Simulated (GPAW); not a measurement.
## Energy mapping worked by hand: free-standing square Eu monolayer, spacing 4.32 A

Can a spin model with one coupling foretell the energy of a further order of free-standing square Eu monolayer, spacing 4.32 A?

Main program and level: GPAW 26.7.0; LDA with U = 4.8 eV on Eu f; plane waves with GPAW's PAW setups, scalar-relativistic.

### 1. Set-up

The cell holds 1 atom: 1 Eu. Cell: a = 4.320 Å, b = 4.320 Å, c = 14.000 Å, α = 90.0°, β = 90.0°, γ = 90.0°. model lattice. Vacuum lies along c.

### 2. The parallel order

All energies count from this run. A Hubbard U of customary size acts on the open shell; it was not fitted to this crystal.

Input file order1.py:

```python
import json
import numpy as np
from ase import Atoms
from ase.parallel import paropen, parprint
from gpaw import GPAW

atoms = Atoms(['Eu'],
    cell=[[4.32, 0.0, 0.0],
         [0.0, 4.32, 0.0],
         [0.0, 0.0, 14.0]],
    scaled_positions=[[0.0, 0.0, 0.5]],
    pbc=True,
    magmoms=[7.0])
atoms.calc = GPAW(mode={'name': 'pw', 'ecut': 700},
    xc='LDA',
    kpts={'size': (6, 6, 1), 'gamma': True},
    occupations={'name': 'fermi-dirac', 'width': 0.05},
    convergence={'density': 1e-05, 'energy': 1e-05},
    maxiter=200,
    setups={'Eu': ':f,4.8'},
    txt='order1.txt')
e = atoms.get_potential_energy(force_consistent=True)
res = {'free_energy': e, 'energy_sigma0': atoms.get_potential_energy(), 'fermi_energy': atoms.calc.get_fermi_level()}
res['moments'] = atoms.get_magnetic_moments().tolist()
res['total'] = atoms.get_magnetic_moment()
parprint('site moments (muB):', np.round(res['moments'], 3))
parprint(f"total moment: {res['total']:.3f} muB")
parprint(f'free energy: {e:.6f} eV')
atoms.calc.write('order1.gpw')
n = atoms.calc.get_pseudo_density()
up, down = (atoms.calc.get_pseudo_density(spin=i) for i in (0, 1))
np.savez('grids.npz', density=n, spin=up - down)
with paropen('results.json', 'w') as f:
    json.dump(res, f)
```

Run with:

```
> OMP_NUM_THREADS=1 python3 order1.py > order1.log
```

Numbers of over 12 decimals in the logs are rounded to 6 here.

Log:

```text
site moments (muB): [6.854]
total moment: 7.275 muB
free energy: -8.565703 eV

--- order1.txt ---
Input parameters:
  mode=PW(ecut=700),
  convergence={'density': 1e-05, 'energy': 1e-05},
  kpts=MonkhorstPack(size=(6, 6, 1), gamma=True),
  maxiter=200,
  occupations=Occupations(name='fermi-dirac', width=0.05),
  setups={'Eu': ':f,4.8'},
  xc=XC(name='LDA')

Diagonalizing LCAO Hamiltonian
Converting LCAO to pw mode
[...]
|          4 |        -3.813 |     1.000 |        -3.290 |     1.000 |
[...]
|         13 |        -0.719 |     0.042 |         3.631 |     0.000 |
|         14 |        -0.467 |     0.000 |         4.951 |     0.000 |
|         15 |         1.153 |     0.000 |         4.952 |     0.000 |
|        ... |               |           |               |           |
|         18 |         1.894 |     0.000 |         5.450 |     0.000 |

No gap
No difference between direct/indirect transitions


[key lines of the parts left out:]
Free energy:      -8.565703
Converged in 11 steps
dipole moment: (-23.588409, -23.588409, -0.000000)  # |e|*Ang
Fermi level: -0.875
```

It took 62 s on 1 MPI rank of Arm Neoverse V2, shared host; peak memory 0.38 GiB.

Spin moment in the augmentation sphere by atom:

```csv
atom,spin moment in the augmentation sphere (μB)
Eu1,6.85
```

Read from the output:

```yaml
magnetization: 7.275 μB
final_state: ferromagnetic
```

After 11 cycles the largest moment stands at 6.85 μB.

### 3. The orders used for the fit

The other orders were run with the same settings, on meshes that hold the same points. Free energies (smearing 0.05 eV, its entropy term included) are divided by the number of Eu atoms; q is in fractions of the reciprocal vectors of the first run's cell.

```csv
order,atoms,mesh,free energy (eV),eV per Eu,largest moment (μB)
F +,1,6×6×1,-8.5657,-8.5657,6.85
"AF q=(0,1/2,0) +-",2,6×3×1,-17.1179,-8.5590,6.85
```

### 4. Counting neighbours

With E = −Σ J e_i·e_j over ordered pairs of unit vectors, turning a neighbour from parallel to opposed costs 2J a Eu atom. So an order lies 2 Σ n J over the parallel one, n being the opposed neighbours in each shell.

```csv
shell,distance (Å),neighbours,"opposed in AF q=(0,1/2,0) +-","opposed in AF q=(1/2,1/2,0) +-"
J1,4.32,4,2,4
J2,6.11,4,4,0
```

Only J1 is kept.

### 5. Solving

```
2 × 2 × J1 = +6.73 meV    (AF q=(0,1/2,0) +-)
J1 = +1.68 meV
```

### 6. The test

The couplings now give the orders that were left out:

```
2 × 4 × (+1.68) = +13.44 meV    (AF q=(1/2,1/2,0) +-)
```

The runs themselves:

```csv
order,atoms,mesh,free energy (eV),eV per Eu,largest moment (μB),over the parallel order (meV),foretold (meV)
"AF q=(1/2,1/2,0) +-",2,3×6×1,-17.1026,-8.5513,6.84,+14.38,+13.44
```

### 7. What came out

- J1 (Eu–Eu at 4.32 Å): 1.68 meV
- largest miss on the orders left out: 0.94 meV

**Reading.** The model misses the order left out by 0.94 meV, 6.5 % of the span of the orders, so it holds on this test. The first dropped shell that the test feels is J2 at 6.11 Å. The site moments spread by 0.23 % over the orders. In a metal couplings reach far, and the mesh was not tested. The couplings are effective ones: further shells with opposed neighbours are folded into them or show in the miss. No mean-field temperature is given: it needs a model that holds, an unfrustrated order and couplings in all three dimensions. The f shell is half filled, so the spin-only picture is fair.

[Logs and program files are shortened in this print: banners, set-up blocks, solver, clock and traceback lines can be left out without a mark of their own.]

[Logs are printed without paths, hosts, clocks, repeated set-up lines and the standing remarks that a program may print on its own settings, such as how far it seeks lower states.]

[Hosts, paths, dates, database ids (printed as entryN), source tags and the programs' standing remarks are cut or masked in the printed files.]

[Where a cell is said to come from a database of computed structures, the database is the Materials Project.]
